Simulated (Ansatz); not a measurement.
# A hypothetical structure for Sr2CrS4, part 2 of 2

Starting from a made-up structure for Sr2CrS4, the aim is the relaxed cell, its shortest contacts and, where a second run follows, its electronic structure.

Ansatz 0.2.0; DFT, PBEsol, plane-wave PAW, files of the set soft_1, scalar-relativistic, ferromagnetic start, cell and ions relaxed at zero pressure; PAW set soft_1 (the session's first sound run).

So far: Starting point; Relaxation of the guess. The relaxed cell has a = 4.478, c = 15.058 Å (conventional setting).

**3. Bands of the relaxed cell**

A second self-consistent run takes a narrower smearing and the mesh shown in its input; the bands follow along the standard path of the relaxed lattice.

This step: DFT, PBEsol, plane-wave PAW, files of the set soft_1, scalar-relativistic, ferromagnetic start, bands and density of states at the relaxed cell; PAW set soft_1 (Ansatz 0.2.0).

Contents of input.yaml:

```yaml
crystal:
  lattice:
    - [-2.2390881846, 2.2390881846, 7.528873097]
    - [2.2390881846, -2.2390881846, 7.528873097]
    - [2.2390881846, 2.2390881846, -7.528873097]
  atoms:
    - { symbol: Sr, position: [0.3553173454, 0.3553173454, 0.0] }
    - { symbol: Sr, position: [0.6446826546, 0.6446826546, 0.0] }
    - { symbol: Cr, position: [0.0, 0.0, 0.0], spin: 1.9 }
    - { symbol: S, position: [0.162453849, 0.162453849, 0.0] }
    - { symbol: S, position: [0.837546151, 0.837546151, 0.0] }
    - { symbol: S, position: [0.0, 0.5, 0.5] }
    - { symbol: S, position: [0.5, 0.0, 0.5] }
magnetization:
  spin_polarized: true
kpoints:
  mp_grid: { grid: [10, 10, 10] }
  band_path:
    path:
      - [[0.0, 0.0, 0.0], [-0.5, 0.5, 0.0], [-0.5, 0.5, -0.04422343], [-0.27211172, 0.27211172, -0.27211172], [0.0, 0.0, 0.0], [0.5, 0.5, -0.5], [0.27211172, 0.72788828, -0.72788828], [0.0, 0.5, -0.5], [-0.25, 0.75, -0.25], [0.04422343, 0.95577657, -0.5], [0.5, 0.5, -0.5]]
      - [[-0.5, 0.5, 0.0], [-0.25, 0.75, -0.25]]
    npoints: 7
scf:
  occupations: { method: fermi_dirac, width: 0.03 }
  n_extra_bands: 12
hamiltonian:
  xc: pbesol
  pseudopotentials: { kind: paw, azcp: { folder: soft_1 }, xc_functional: pbe }
output:
  forces: true
  stress: true
  write_bands: true
  dos: { projected: true }
  write_density: true
  write_potential: true
  elf: true
  volumetric_format: npy
```

Run with:

```sh
> ansatz run input.yaml --threads 4 --pin off --max-ram 10240MiB --backend cpu --events-out ev --progress --plain --runs-dir out
```

Numbers of over 12 decimals in the logs are rounded to 6 here.

The program printed:

```text
[...]
Crystal: 7 atoms, lattice volume = 150.984 Å³
Basis set: ecut = 420 eV, 2985 PW (Γ), FFT grids on a1−a2, a2, a1+a3, exchange–correlation on 90×120×60 points (8 copies of the dense FFT grid, shifted against one another)
Bands: 41, of which v1, the nominal top of the filled ones, is band 29 counted from 1 (28 counted from 0)
Symmetry: 16 space group operations
[...]
k-points: 102 of 1000
[...]
Starting moments: Σ|m| = 1.9 μB on 1 of 7 sites
[...]
SCF iter   1: F=—  HF=-13885.550829 eV  |F-HF|=—  |Δ(HF+E_count)|=         —  Δρ=6.86e-2 (↑6.86e-2 ↓4.43e-2)  dr2=3.24e1  dr2_m=2.51e-1  M=1.416 μB ∫|m|=1.566 μB  β_m=0.30  ethr=3.10e-3  ⟨swp⟩=12.1  Hψ=53923  notcnv=0  defer=2
[...]
SCF iter  15: F=-13882.896301 eV  HF=-13882.896301 eV  |F-HF|=1.32e-8  |Δ(HF+E_count)|=   2.68e-9  Δρ=1.79e-6 (↑1.79e-6 ↓8.28e-7)  dr2=1.46e-8  dr2_m=4.20e-10  M=2.090 μB ∫|m|=2.485 μB  ethr=1.67e-11  ⟨swp⟩=17.9  Hψ=74487  notcnv=0
SCF 1 converged in 15 iterations: F = -13882.896301 eV  dr2 = 1.46e-8
[...]
NSCF: frozen V_eff on 79 k-points
SCF converged after 15 iterations
Magnetization: 2.0901 μB (30.0450 up, 27.9550 down)
Absolute magnetization: 2.4828 μB (∫|ρ↑−ρ↓|, with the PAW one-centre terms)
[...]
Per-site moments (μB) at R_I (Å): [(0.00463725, 1.197937), (0.00463725, 1.197937), (1.862540, 0.923624), (-0.00137125, 1.009053), (-0.00137125, 1.009053), (-0.044081, 0.923624), (-0.044081, 0.923624)]
Free energy (F): -13882.896301 eV
[...]
Internal energy: -13882.886761 eV  (E = F + TS)
E sigma→0 (E₀):  -13882.891531 eV
Entropy (-TS):   -0.009540 eV (-1.363 meV/atom)
Fermi energy:    7.908803 eV
[...]
--- Forces (eV/Å), atoms counted from 1 ---
  atom   1  Sr     0.00000000    -0.00000000    -0.02485706
  atom   2  Sr    -0.00000000    -0.00000000     0.02485706
  atom   3  Cr    -0.00000000     0.00000000     0.00000000
  atom   4  S      0.00000000    -0.00000000    -0.00358383
  atom   5  S     -0.00000000    -0.00000000     0.00358383
  atom   6  S     -0.00000000    -0.00000000    -0.00000000
  atom   7  S     -0.00000000     0.00000000     0.00000000
  max |Σ_I F_I| component: 1.99e-17 eV/Å
--- Stress (GPa, compression-positive) ---
       -0.041162       0.000000      -0.000000
        0.000000      -0.041162      -0.000000
        0.000000      -0.000000       0.059396
  P = ⅓ Tr σ = -0.0076 GPa (-0.076 kbar)
--- Band table (eV; the first three rows and the last of 204) ---
  k-point 0 ↑: bands = [... 25 lower, 6.8759, 7.3261, 7.3261, 7.5672, 7.6567, 7.6567, 7.7189, 8.3121, ... 8 higher]
  k-point 1 ↑: bands = [... 25 lower, 6.8709, 7.2251, 7.2326, 7.2436, 7.2600, 7.7391, 8.4526, 8.5812, ... 8 higher]
  k-point 2 ↑: bands = [... 25 lower, 6.8277, 6.9934, 7.1572, 7.2609, 7.2781, 7.8152, 9.0782, 9.5865, ... 8 higher]
  k-point 101 ↓: bands = [... 25 lower, 6.5085, 7.5222, 7.5222, 7.6341, 8.7353, 9.0157, 9.0157, 9.8740, ... 8 higher]
```

It took 51 s on 4 threads of Arm Neoverse V1, shared host; peak memory 1.1 GiB; 3.3 min of CPU time.

Numbers from this step:

| Quantity | Value |
| --- | --- |
| free energy | -13882.8963 eV |
| energy at zero smearing | -13882.8915 eV |
| smearing term TS | 0.009540 eV |
| Fermi energy | 7.909 eV |
| magnetization | 2.090 μB |
| absolute magnetization | 2.483 μB |
| site moments | 0.004637, 0.004637, 1.863, -0.001371, -0.001371, -0.04408, -0.04408 μB |
| pressure | -0.007642 GPa |

bands.tsv at the labelled points (eV, zero at the Fermi level; the bands that come nearest the Fermi level along the path):

```tsv
point	band_27_up	band_28_up	band_29_up	band_30_up	band_31_up	band_26_dn	band_27_dn	band_28_dn
Γ	-0.58	-0.34	-0.25	-0.25	-0.19	-0.25	-0.23	-0.23
X	-0.14	0.21	0.28	0.30	2.20	-0.19	0.30	1.81
Y	-0.15	0.19	0.22	0.26	2.20	-0.19	0.22	1.78
S	-0.74	-0.53	0.15	0.28	0.35	-1.02	-0.57	0.94
Γ	-0.58	-0.34	-0.25	-0.25	-0.19	-0.25	-0.23	-0.23
Z	-0.40	-0.40	-0.35	-0.09	-0.09	-0.39	-0.39	-0.27
S1	-0.74	-0.53	0.15	0.28	0.35	-1.02	-0.57	0.94
N	-0.83	-0.56	0.16	0.30	0.34	-0.88	-0.77	0.91
P	-0.11	0.23	0.23	0.30	2.11	-0.57	0.30	1.83
Y1	-0.15	0.19	0.22	0.26	2.20	-0.19	0.22	1.78
Z	-0.40	-0.40	-0.35	-0.09	-0.09	-0.39	-0.39	-0.27
X	-0.14	0.21	0.28	0.30	2.20	-0.19	0.30	1.81
P	-0.11	0.23	0.23	0.30	2.11	-0.57	0.30	1.83
```

Site moment by atom:

| atom | site moment (μB) |
| --- | --- |
| Sr1 | 0.00 |
| Sr2 | 0.00 |
| Cr3 | 1.86 |
| S4 | 0.00 |
| S5 | 0.00 |
| S6 | -0.04 |
| S7 | -0.04 |

Spin density in the ac plane of the conventional cell at fractional y = 0.000, with atoms of Sr and Cr and S within 0.2 Å of it.

Values in e/Å³, 24 rows by 14 columns, each cell a mean:
```
1.3 0.8 0.2 0.0 0.0 0.0 0.0 0.0 0.0 0.0 0.0 0.1 0.4 1.1
0.0 0.1 0.0 0.0 0.0 0.0 0.0 0.0 0.0 0.0 0.0 0.0 0.0 0.0
0.0 0.0 0.0 0.0 0.0 0.0 0.0 0.0 0.0 0.0 0.0 0.0 0.0 0.0
0.0 0.0 0.0 0.0 0.0 0.0 0.0 0.0 0.0 0.0 0.0 0.0 0.0 0.0
0.0 0.0 0.0 0.0 0.0 0.0 0.0 0.0 0.0 0.0 0.0 0.0 0.0 0.0
0.0 0.0 0.0 0.0 0.0 0.0 0.0 0.0 0.0 0.0 0.0 0.0 0.0 0.0
0.0 0.0 0.0 0.0 0.0 0.0 0.0 0.0 0.0 0.0 0.0 0.0 0.0 0.0
0.0 0.0 0.0 0.0 0.0 0.0 0.0 0.0 0.0 0.0 0.0 0.0 0.0 0.0
0.0 0.0 0.0 0.0 0.0 0.0 0.0 0.0 0.0 0.0 0.0 0.0 0.0 0.0
0.0 0.0 0.0 0.0 0.0 0.0 0.0 0.0 0.0 0.0 0.0 0.0 0.0 0.0
0.0 0.0 0.0 0.0 0.0 0.0 0.0 0.0 0.0 0.0 0.0 0.0 0.0 0.0
0.0 0.0 0.0 0.0 0.0 0.0 0.0 0.0 0.0 0.0 0.0 0.0 0.0 0.0
0.0 0.0 0.0 0.0 0.0 0.0 0.0 0.0 0.0 0.0 0.0 0.0 0.0 0.0
0.0 0.0 0.0 0.0 0.0 0.0 0.0 0.0 0.0 0.0 0.0 0.0 0.0 0.0
0.0 0.0 0.0 0.0 0.0 0.0 0.0 0.0 0.0 0.0 0.0 0.0 0.0 0.0
0.0 0.0 0.0 0.0 0.0 0.0 0.0 0.0 0.0 0.0 0.0 0.0 0.0 0.0
0.0 0.0 0.0 0.0 0.0 0.0 0.0 0.0 0.0 0.0 0.0 0.0 0.0 0.0
0.0 0.0 0.0 0.0 0.0 0.0 0.0 0.0 0.0 0.0 0.0 0.0 0.0 0.0
0.0 0.0 0.0 0.0 0.0 0.0 0.0 0.0 0.0 0.0 0.0 0.0 0.0 0.0
0.0 0.0 0.0 0.0 0.0 0.0 0.0 0.0 0.0 0.0 0.0 0.0 0.0 0.0
0.0 0.0 0.0 0.0 0.0 0.0 0.0 0.0 0.0 0.0 0.0 0.0 0.0 0.0
0.0 0.0 0.0 0.0 0.0 0.0 0.0 0.0 0.0 0.0 0.0 0.0 0.0 0.0
0.1 0.1 0.1 0.0 0.0 0.0 0.0 0.0 0.0 0.0 0.0 0.0 0.1 0.1
2.1 1.0 0.2 0.0 0.0 0.0 0.0 0.0 0.0 0.0 0.0 0.1 0.5 1.6
```
Columns run along a (4.5 Å), rows up along c (15.1 Å), edges of the conventional cell, whose origin can differ from the input's. Atoms in or near the plane, at fractional coordinates: Sr at (0.00, 0.36), Sr at (0.00, 0.64), Cr at (0.00, 0.00), S at (0.00, 0.16), S at (0.00, 0.84), S at (0.50, 0.00), S at (0.50, 0.50).

ELF of down spins in the ac plane of the conventional cell at fractional y = 0.000, with atoms of Sr and Cr and S within 0.2 Å of it. It is the smooth field of the valence electrons, not physical close to the nuclei.

Ten even steps from '0' (0.02) to '9' (0.86), each cell a mean:
```
86238854796247
43224788763234
88852122113788
15996200148982
58997300158996
77653100024677
33100000000123
78840000001698
27960000003994
88621234311488
21137999985112
00279832698510
00269954798400
43125788863124
79830122101698
27961000003994
88620000001478
32210000000123
88874100036788
26997300158984
36985200037984
88642234323578
42126899874123
97349832697259
```
Columns run along a (4.5 Å), rows up along c (15.1 Å), edges of the conventional cell, whose origin can differ from the input's. Atoms in or near the plane, at fractional coordinates: Sr at (0.00, 0.36), Sr at (0.00, 0.64), Cr at (0.00, 0.00), S at (0.00, 0.16), S at (0.00, 0.84), S at (0.50, 0.00), S at (0.50, 0.50).

Valence density in the ac plane of the conventional cell at fractional y = 0.000, with atoms of Sr and Cr and S within 0.2 Å of it. It is the smooth field of the valence electrons, not physical close to the nuclei.

Ten steps, logarithmic in the rise over the least value, from '_' (0 e/Å³) to '@' (15 e/Å³), each cell a mean:
```
@@##==::--==========----**%%
--::::....::----::::....::--
==--::....__________..::--==
--====::..________..::--==--
====--::..__________..--====
::::....______________..::::
::::..__________________..::
++++==..____________..--==++
++**++::____________..==****
++==--..____......__..::==++
........::--------::........
______::--==----====::..____
______..--========--::..____
::::......::----::::......::
++++==::____________..--++++
++**++::____________..==****
++==--..______________::==++
::....__________________....
----::..____________....::--
--====::..__________::--====
--====::..__________..--====
----::................::::--
==--::..::--------::::::--==
@@%%++----==----====----**@@
```
Columns run along a (4.5 Å), rows up along c (15.1 Å), edges of the conventional cell, whose origin can differ from the input's. Atoms in or near the plane, at fractional coordinates: Sr at (0.00, 0.36), Sr at (0.00, 0.64), Cr at (0.00, 0.00), S at (0.00, 0.16), S at (0.00, 0.84), S at (0.50, 0.00), S at (0.50, 0.50).

**4. What came out**

```yaml
space_group_relaxed: I4/mmm
conventional_cell: a = 4.478, b = 4.478, c = 15.058 Å; α = 90.0°, β = 90.0°, γ = 90.0°
volume_per_atom: 21.57 Å³ (guess 24.24)
total_moment: 2.05 μB in the cell of 7 atoms
```

**Reading.** Sr2CrS4 relaxes to I4/mmm with a = 4.478, b = 4.478 and c = 15.058 Å. The guessed volume was 12 % too large. The space group I4/mmm was held in the relaxation, so the end point is a stationary structure within it and may be a saddle against distortions or other arrangements. The input starts from parallel moments, and no other start was typed. Bands cross the Fermi level, so it is a metal or semimetal at this level. On the 10×10×10 mesh with the narrower smearing (relaxed on 8×8×8) the largest force component is 0.025 eV/Å and the largest stress component is 0.059 GPa, against the relaxation's thresholds of 0.015 eV/Å and 0.05 GPa. The cutoff wasn't tested. No dispersion term is used, so weakly bound directions may come out too long. Nothing here tests whether the compound is stable against decomposition.

[Logs are printed without paths, hosts, clocks, repeated set-up lines and the standing remarks that a program may print on its own settings, such as how far it seeks lower states.]

[Hosts, paths, dates, database ids (printed as entryN), source tags and the programs' standing remarks are cut or masked in the printed files.]
